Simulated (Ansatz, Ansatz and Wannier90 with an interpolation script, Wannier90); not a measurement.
Rows from a G0W0 calculation on InAs (F-43m) (Ansatz 0.2.0; G0W0 on r2SCAN, plane waves, PAW; 6×6×6 mesh, 252 empty bands, screening to 160 eV), in eV. Spin-orbit coupling is left out.

The database entry behind the starting cell differs from later determinations by our own check (about 0.4 % short), so it need not match the best structure at ambient conditions.

| row | Σx | Σc | Vxc | Z |
| --- | --- | --- | --- | --- |
| A | -11.02 | -3.55 | -14.47 | 0.76 |
| B | -7.40 | -4.21 | -11.55 | 0.74 |
| C | -16.62 | 0.95 | -15.37 | 0.74 |

Which rows are filled states and which are empty ones, and how can one tell?

Filled: C. Empty: A and B. The sign of Σc tells: for a filled state bare exchange, which holds its interaction with itself, lies below Vxc (Σx − Vxc is -1.2 eV or lower here) and screening gives part back as a positive Σc. For an empty state Σx lies above Vxc (+3.5 eV or more) and the Coulomb hole leaves Σc negative.

[Runs of the session that timed out or met a known fault of the program may be left out.]

[Hosts, paths, dates, database ids (printed as entryN), source tags and the programs' standing remarks are cut or masked in the printed files.]
